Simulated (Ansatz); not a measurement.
# LiMg (R-3m): the cell at rest

Wanted: the relaxed cell of LiMg (R-3m).

Method: DFT PBEsol, scalar-relativistic, plane waves, norm-conserving pseudopotentials, in Ansatz 0.2.0.

### 1. The structure

The structure is trigonal, space group R-3m (No. 166). Conventional cell: a = 3.092 Å, b = 3.092 Å, c = 15.243 Å, α = 90.00°, β = 90.00°, γ = 120.00°. Li has 6 Li at 3.09 Å and 6 Mg at 3.10 Å nearest. Mg has 6 Mg at 3.09 Å and 6 Li at 3.10 Å nearest. Farther neighbours are not listed.

### 2. Probe on a coarse mesh

First a cheap look: the gap decides the mesh and the occupations, the pressure tells how far the cell has to move.

Contents of input.yaml:

```yaml
crystal:
  lattice:
    - [1.5457510101, 0.8924397618, 5.0810520986]
    - [-1.5457510101, 0.8924397618, 5.0810520986]
    - [0.0, -1.7848795236, 5.0810520986]
  atoms:
    - { symbol: Li, position: [0.0, 0.0, 0.0] }
    - { symbol: Mg, position: [0.5, 0.5, 0.5] }
kpoints:
  mp_grid: { grid: [6, 6, 6] }
hamiltonian:
  xc: pbesol
  pseudopotentials: { kind: nc }
scf:
  occupations: { method: gaussian, width: 0.1 }
output:
  forces: true
  stress: true
  eigenvalues: true
```

Run with:

```bash
> ansatz run input.yaml --threads 4 --pin off --max-ram 7168MiB --backend cpu --events-out ev --progress --plain --runs-dir out
```

Numbers of over 12 decimals in the logs are rounded to 6 here.

What it wrote:

```text
[...]
--- Band table (eV; the first three rows and the last of 32) ---
  k-point 0: bands = [... 3 lower, -39.0906, -39.0906, -2.2938, 2.5523, 4.5238, 16.0658, 16.0658, 16.5478]
  k-point 1: bands = [... 3 lower, -39.0993, -39.0927, -1.7315, 2.9663, 5.0425, 11.6236, 13.7832, 14.2579]
  k-point 2: bands = [... 3 lower, -39.1025, -39.0970, -0.0679, 4.1563, 5.7628, 7.8980, 9.8612, 12.9593]
  k-point 31: bands = [... 3 lower, -39.0906, -39.0906, -1.8302, 0.4566, 9.2116, 10.8088, 15.3175, 15.3175]
[key lines of the parts left out:]
SCF converged after 7 iterations
Free energy (F): -1808.566769 eV
Fermi energy:    3.555523 eV
P = ⅓ Tr σ = -0.0834 GPa (-0.834 kbar)
```

Elapsed: 0.72 s, on 4 threads of Arm Neoverse V1, shared host; peak memory 0.33 GiB; 2.5 s of CPU time.

This step gave:

```
pressure          : -0.08338 GPa
volume per atom   : 21.03 Å³
gap on the k-mesh : 0 eV
```

The coarse mesh shows no gap and a pressure of -0.1 GPa.

### 3. Relaxation

The cell and atoms are relaxed, since residual forces and stress would shift the frequencies.

input.yaml, the sections that differ from step 2:

```yaml
kpoints:
  mp_grid: { grid: [15, 15, 15] }
output:
  forces: true
  stress: true
  eigenvalues: true
  write_density: true
  write_potential: true
  elf: true
  volumetric_format: npy
relax:
  adjacent_minimum: "off"
  f_tol: 0.005
  max_steps: 80
  cell: { stress_tol: 0.05 }
# crystal, hamiltonian, scf: as in step 2
```

What it wrote:

```text
[...]
Crystal: 2 atoms, lattice volume = 42.056 Å³
Basis set: ecut = 1142.878222 eV, 3689 PW (Γ), FFT grids on a1−a2, a2, −a2+a3, exchange–correlation on 72×120×72 points (8 copies of the dense FFT grid, shifted against one another)
Bands: 11, of which v1, the nominal top of the filled ones, is band 7 counted from 1 (6 counted from 0)
Symmetry: 12 space group operations
[...]
k-points: 344 of 3375
[...]
SCF iter   1: F=—  HF=-1808.709921 eV  |F-HF|=—  |Δ(HF+E_count)|=         —  Δρ=1.77e-2  dr2=5.46e-1  ethr=3.10e-3  ⟨swp⟩=6.0  Hψ=26906  notcnv=0
[...]
SCF iter   6: F=-1808.536894 eV  HF=-1808.536894 eV  |F-HF|=2.52e-8  |Δ(HF+E_count)|=   1.16e-6  Δρ=1.69e-5  dr2=3.18e-8  ethr=7.69e-10  ⟨swp⟩=10.8  Hψ=29388  notcnv=0
SCF 1 converged in 6 iterations: F = -1808.536894 eV  dr2 = 3.18e-8
relax step   1: F+E_penalty+E_count = -1808.53689402 eV  Δ(F+E_penalty+E_count) = +0.000e0 eV  max|allowed force component| = 2.690e-28 eV/Å  Δτ_max = 0.0000 Å  P = -0.172 GPa  Ω = 42.056 Å³  (6 SCF iters, dr2 threshold 1.00e-7 eV, accepted)
Crystal: 2 atoms, lattice volume = 41.751 Å³
Basis set: ecut = 1142.878222 eV, 3681 PW (Γ), FFT grids on a1−a2, a2, −a2+a3, exchange–correlation on 72×120×72 points (8 copies of the dense FFT grid, shifted against one another)
[...]
iter 1 solved again at ethr=1.53e-6 eV; its pass at ethr=3.10e-3 eV (dr2=1.99e-4 eV) is discarded
[...]
SCF iter   4: F=-1808.538072 eV  HF=-1808.538072 eV  |F-HF|=9.61e-10  |Δ(HF+E_count)|=   6.38e-8  Δρ=3.66e-6  dr2=1.77e-9  ethr=1.54e-9  ⟨swp⟩=10.7  Hψ=26466  notcnv=0
SCF 2 converged in 4 iterations: F = -1808.538072 eV  dr2 = 1.77e-9
relax step   2: F+E_penalty+E_count = -1808.53807203 eV  Δ(F+E_penalty+E_count) = -1.178e-3 eV  max|allowed force component| = 6.758e-29 eV/Å  Δτ_max = 0.0000 Å  P = -0.028 GPa  Ω = 41.751 Å³  energy of the carried Pulay correction = +3.419e-5 eV  (4 SCF iters, dr2 threshold 2.00e-7 eV, accepted)
Crystal: 2 atoms, lattice volume = 41.692 Å³
Basis set: ecut = 1142.878222 eV, 3663 PW (Γ), FFT grids on a1−a2, a2, −a2+a3, exchange–correlation on 72×120×72 points (8 copies of the dense FFT grid, shifted against one another)
[...]
SCF iter   3: F=-1808.538108 eV  HF=-1808.538108 eV  |F-HF|=2.52e-9  |Δ(HF+E_count)|=   1.72e-7  Δρ=7.83e-6  dr2=2.69e-8  ethr=2.33e-10  ⟨swp⟩=8.1  Hψ=25782  notcnv=0
SCF 3 converged in 3 iterations: F = -1808.538108 eV  dr2 = 2.69e-8
relax step   3: F+E_penalty+E_count = -1808.53810762 eV  Δ(F+E_penalty+E_count) = -3.559e-5 eV  max|allowed force component| = 7.468e-29 eV/Å  Δτ_max = 0.0000 Å  P = +0.001 GPa  Ω = 41.692 Å³  energy of the carried Pulay correction = +4.077e-5 eV  (3 SCF iters, dr2 threshold 3.03e-8 eV, accepted)
[...]
SCF iter   4: F=-1808.538078 eV  HF=-1808.538078 eV  |F-HF|=4.09e-12  |Δ(HF+E_count)|=  1.41e-10  Δρ=5.13e-7  dr2=1.26e-11  ethr=1.00e-12  ⟨swp⟩=5.5  Hψ=17373  notcnv=0
SCF 4 converged in 4 iterations: F = -1808.538078 eV  dr2 = 1.26e-11
relax step   4: F+E_penalty+E_count = -1808.53807787 eV  Δ(F+E_penalty+E_count) = +2.974e-5 eV  max|allowed force component| = 2.051e-28 eV/Å  Δτ_max = 0.0000 Å  P = -0.001 GPa  Ω = 41.692 Å³  stress off target by 6.69e-3 GPa  SCF on the basis re-selected at this cell (its energy is not comparable with the rows above)  (4 SCF iters)
basis re-selected at this cell: Δ(F+E_penalty+E_count) = +2.974e-5 eV, ΔP = -0.002 GPa vs the last step (what re-selecting the basis moved, of the pressure what is left beyond the Pulay correction that the steps carried, after the strain that the cell walked since its last selection, with what the two solves' SCF thresholds leave and, on support functions, any second-order correction that the steps lacked; it is no m [...]
SCF converged after 4 iterations
Free energy (F): -1808.538078 eV
[...]
Internal energy: -1808.534123 eV  (E = F + TS)
E sigma→0 (E₀):  -1808.536101 eV
Entropy (-TS):   -0.003955 eV (-1.977 meV/atom)
Fermi energy:    3.483852 eV
[...]
--- Stress (GPa, compression-positive) ---
        0.001553      -0.000000      -0.000000
       -0.000000       0.001553       0.000000
       -0.000000       0.000000      -0.006688
  P = ⅓ Tr σ = -0.0012 GPa (-0.012 kbar)
--- Band table (eV; the first three rows and the last of 344) ---
  k-point 0: bands = [... 3 lower, -39.0437, -39.0437, -2.2570, 2.6685, 4.6990, 16.0257, 16.0257, 16.5403]
  k-point 1: bands = [... 3 lower, -39.0452, -39.0440, -2.1673, 2.7340, 4.7836, 14.6727, 15.4025, 16.0190]
  k-point 2: bands = [... 3 lower, -39.0493, -39.0451, -1.8985, 2.9302, 5.0330, 12.6261, 14.5960, 14.6435]
  k-point 343: bands = [... 3 lower, -39.0452, -39.0440, -1.6775, 0.5846, 9.5588, 11.1639, 14.2692, 14.7932]
--- Relaxed structure (3 steps of the walk, 3 accepted, 1 SCFs on fresh bases) ---
  F+E_penalty+E_count = -1808.53807787 eV   max|allowed force component| = 2.051e-28 eV/Å   (the final SCF, on the basis selected at the relaxed cell)
  cell:  # Å, volume = 41.6920 Å³
    - [1.548564, 0.894064, 5.018843]
    - [-1.548564, 0.894064, 5.018843]
    - [0, -1.788128, 5.018843]
  atoms:
    - { symbol: Li, position: [0, 0, 0] }
    - { symbol: Mg, position: [0.500000, 0.500000, 0.500000] }
```

Elapsed: 32 s, on 4 threads; peak memory 0.83 GiB; 2.1 min of CPU time.

The steps of the relaxation:

```tsv
step	energy less that of the first step (eV)	largest force component (eV/Å)	pressure (GPa)	volume (Å³)
1	0.0000	0.0000	-0.17	42.06
2	-0.0012	0.0000	-0.03	41.75
3	-0.0012	0.0000	0.00	41.69
4*	-0.0012	0.0000	0.00	41.69
```

Relaxation steps marked * repeat the geometry before them on a plane-wave basis chosen anew for their cell, so energy and pressure can jump there.

Forces are held to the 12 operations that the run works with; a distortion that breaks them can't arise in this run.

```tsv
conventional cell, symmetrised	before	after	change
a (Å)	3.092	3.097	+0.2 %
b (Å)	3.092	3.097	+0.2 %
c (Å)	15.243	15.057	-1.2 %
volume (Å³/atom)	21.03	20.85	-0.9 %
```

Final coordinates:

```
Li Mg
1.0
     1.54856    0.89406    5.01884
    -1.54856    0.89406    5.01884
     0.00000   -1.78813    5.01884
Li Mg
1 1
Direct
  0.00000 0.00000 0.00000
  0.50000 0.50000 0.50000
```

This step gave:

```yaml
pressure: -0.001194 GPa
volume_per_atom: 20.85 Å³
```

ELF in the ac plane of the conventional cell at fractional y = 0.000, with atoms of Li and Mg within 0.2 Å of it. It is the smooth field of the valence electrons, not physical close to the nuclei.

Ten even steps from '0' (0.58 × 1e-1) to '9' (8.64 × 1e-1), each cell a mean:
```
76200345420046
12234566654321
66655433345666
76642000012466
77642100013567
66665544456666
66655433445566
55431000002345
65542100013455
55555554555555
21113566643112
68610256510277
66410356520157
11234566654221
66655433345566
55431000012355
55532100012455
66665544555666
77665433345667
76642000002567
66642100013566
55565544455555
11123566543211
99400244310169
```
Columns run along a (3.1 Å), rows up along c (15.1 Å), edges of the conventional cell, whose origin can differ from the input's. Atoms in or near the plane, at fractional coordinates: Li at (0.00, 0.00), Mg at (0.00, 0.50).

Valence density in the ac plane of the conventional cell at fractional y = 0.000, with atoms of Li and Mg within 0.2 Å of it. It is the smooth field of the valence electrons, not physical close to the nuclei.

Ten steps, logarithmic in the rise over the least value, from '_' (0 e/Å³) to '@' (15 e/Å³), each cell a mean:
```
##++::__________________--**
____________________________
____________________________
______________..____________
____________________________
____________________________
____________________________
____________________________
____________________________
____________________________
::::..__________________..::
@@@@**::____________..==%%@@
@@%%++::____________..--**%%
....______________________..
____________________________
____________________________
____________________________
____________________________
____________________________
______________..____________
____________________________
____________________________
____________________________
%%##--________________..==##
```
Columns run along a (3.1 Å), rows up along c (15.1 Å), edges of the conventional cell, whose origin can differ from the input's. Atoms in or near the plane, at fractional coordinates: Li at (0.00, 0.00), Mg at (0.00, 0.50).

Electrostatic potential energy in the ac plane of the conventional cell at fractional y = 0.000, with atoms of Li and Mg within 0.2 Å of it. With pseudopotentials it is smooth inside the atoms' cores, unlike the true potential.

Values in eV, 24 rows by 14 columns, each cell a mean:
```
-17 -14  -7  -1   2   4   5   5   5   4   2  -2  -9 -15
  2   2   3   4   5   5   5   5   5   5   5   4   3   2
  5   5   5   4   4   3   2   2   2   3   4   4   5   5
  5   5   4   2   0  -2  -3  -4  -3  -1   1   3   4   5
  5   5   4   3   1  -1  -2  -3  -2   0   2   3   5   5
  6   6   6   5   5   4   3   3   3   4   5   5   6   6
  6   6   6   6   5   5   4   4   4   5   5   6   6   6
  6   6   5   5   4   3   2   2   2   3   4   5   6   6
  6   6   5   5   4   3   3   2   3   3   4   5   5   6
  4   4   4   5   5   5   5   5   5   5   5   5   4   4
 -9  -7  -4  -1   2   4   5   5   5   3   1  -1  -5  -8
-25 -25 -22 -13  -4   1   3   4   3   0  -6 -16 -24 -25
-23 -23 -18 -10  -2   2   4   4   3   1  -4 -12 -21 -23
 -3  -2   0   2   3   5   5   5   5   4   3   1  -1  -3
  5   5   5   5   5   5   5   5   5   5   5   5   5   5
  6   6   5   5   4   3   2   2   2   3   4   5   5   6
  6   6   6   5   4   3   2   2   3   3   4   5   6   6
  6   6   6   6   5   5   4   4   4   5   5   6   6   6
  6   6   6   5   4   3   2   2   2   3   4   5   6   6
  5   5   4   2   0  -2  -3  -4  -3  -1   1   3   4   5
  5   5   4   3   1  -1  -2  -3  -2   0   2   3   4   5
  5   5   5   5   4   4   4   3   4   4   4   5   5   5
 -1   0   2   3   4   5   6   6   5   5   4   3   1   0
-22 -19 -10  -2   2   4   5   5   5   3   1  -4 -13 -20
```
Columns run along a (3.1 Å; values clipped at the 3rd and 97th percentile), rows up along c (15.1 Å), edges of the conventional cell, whose origin can differ from the input's. Atoms in or near the plane, at fractional coordinates: Li at (0.00, 0.00), Mg at (0.00, 0.50).

In this step the volume went from 21.03 to 20.85 Å³/atom.

### 4. Relaxing to small forces for the phonons

Phonons need a cell at rest on their own settings, so the relaxation is repeated with tight tolerances on forces and stress on the k mesh and occupations of the first response run.

Contents of input.yaml:

```yaml
crystal:
  lattice:
    - [1.5485640751, 0.8940638856, 5.0188429766]
    - [-1.5485640751, 0.8940638856, 5.0188429766]
    - [0.0, -1.7881277712, 5.0188429766]
  atoms:
    - { symbol: Li, position: [0.0, 0.0, 0.0] }
    - { symbol: Mg, position: [0.5, 0.5, 0.5] }
kpoints:
  mp_grid: { grid: [15, 15, 15] }
hamiltonian:
  xc: pbesol
  pseudopotentials: { kind: nc }
scf:
  occupations: { method: methfessel_paxton, width: 0.15 }
output:
  forces: true
  stress: true
  eigenvalues: true
relax:
  adjacent_minimum: "off"
  f_tol: 0.001
  max_steps: 60
  cell: { stress_tol: 0.01 }
```

What it wrote:

```text
[...]
Crystal: 2 atoms, lattice volume = 41.692 Å³
Basis set: ecut = 1142.878222 eV, 3663 PW (Γ), FFT grids on a1−a3, a2−a3, a3, exchange–correlation on 72×72×120 points (8 copies of the dense FFT grid, shifted against one another)
Bands: 11, of which v1, the nominal top of the filled ones, is band 7 counted from 1 (6 counted from 0)
[... 1 set-up line as in the run before ...]
[...]
k-point 343: bands = [... 3 lower, -39.0440, -39.0429, -1.6766, 0.5863, 9.5640, 11.1700, 14.2713, 14.7953]
--- Relaxed structure (2 steps of the walk, 2 accepted, 1 SCFs on fresh bases) ---
[...]
cell:  # Å, volume = 41.6793 Å³
    - [1.548491, 0.894022, 5.017783]
    - [-1.548491, 0.894022, 5.017783]
    - [0, -1.788044, 5.017783]
  atoms:
    - { symbol: Li, position: [0, 0, 0] }
    - { symbol: Mg, position: [0.500000, 0.500000, 0.500000] }
[key lines of the parts left out:]
SCF converged after 5 iterations
Free energy (F): -1808.536183 eV
Fermi energy:    3.481504 eV
P = ⅓ Tr σ = -0.0015 GPa (-0.015 kbar)
```

It took 23 s on 4 threads; peak memory 0.82 GiB.

Little changed from the start: no atom moved by 0.005 Å and no cell edge by 0.1 %.

This step gave:

* pressure: -0.001536 GPa
* volume per atom: 20.84 Å³

The forces vanish by symmetry and the pressure is -0.002 GPa, within the tolerances set. The cell now holds 20.84 Å³/atom.

### 5. Outcome

```
space group after relaxation (within 0.01 Å) : R-3m
lattice constant a                           : 3.097 Å
lattice constant b                           : 3.097 Å
lattice constant c                           : 15.053 Å
volume per atom                              : 20.8 Å³
```

**Reading.** The forces vanish by symmetry and the pressure is -0.002 GPa, within the tolerances set. The cell now holds 20.84 Å³/atom. The relaxation keeps the symmetry of its start, so it says nothing on stability against lower symmetry. The runs are without spin polarisation, although the cell has an odd electron count.

[Logs are printed without paths, hosts, clocks, repeated set-up lines and the standing remarks that a program may print on its own settings, such as how far it seeks lower states.]

[Hosts, paths, dates, database ids (printed as entryN), source tags and the programs' standing remarks are cut or masked in the printed files.]
